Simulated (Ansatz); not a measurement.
In doubt: masses and optical values from hybrid runs of this build are listed as unsure (in some of the runs), which bears on the screening that GW takes from such a start.

System: SnO2 (Cassiterite).

```yaml
crystal:
  lattice:
    - [4.73800, 0.00000, 0.00000]
    - [0.00000, 4.73800, 0.00000]
    - [0.00000, 0.00000, 3.18650]
  atoms:
    - { symbol: Sn, position: [0.00000, 0.00000, 0.00000] }
    - { symbol: Sn, position: [0.50000, 0.50000, 0.50000] }
    - { symbol: O, position: [0.30710, 0.30710, 0.00000] }
    - { symbol: O, position: [0.19290, 0.80710, 0.50000] }
    - { symbol: O, position: [0.69290, 0.69290, 0.00000] }
    - { symbol: O, position: [0.80710, 0.19290, 0.50000] }
```

The cell and positions come from the Crystallography Open Database and are kept as given unless a step says otherwise. PAW set soft_1, made with PBE.

Gaps computed with Ansatz 0.2.0 without a self-energy: HSE06 3.04 eV, PBE0 3.76 eV and LDA 1.14 eV.

Q: Estimate the G0W0@HSE06 gap with 4×4×6 mesh, 566 empty bands, screening to 230 eV, default PAW files.

About 3.75 eV: on its mesh the run moves the gap from 3.04 eV by +0.72 eV. Among the scalar-relativistic levels given, PBE0 is nearest (+0.01 eV). Bands and cutoff are finite, so the gap is not at the basis limit. The miss can reach some tenths of an eV and take either sign; the mesh is an error of its own. The many-body steps are scalar-relativistic: spin-orbit coupling is not in them.

[Paths, hosts, dates, memory and timing lines, banners, echoed tables and standing remarks are left out of the program output.]

[Logs are printed without paths, hosts, clocks, repeated set-up lines and the standing remarks that a program may print on its own settings, such as how far it seeks lower states.]

[Runs of the session that timed out or met a known fault of the program may be left out.]

[Cells called generated may have been cut or substituted from an entry of the Crystallography Open Database or the Materials Project.]

[Hosts, paths, dates, database ids (printed as entryN), source tags and the programs' standing remarks are cut or masked in the printed files.]
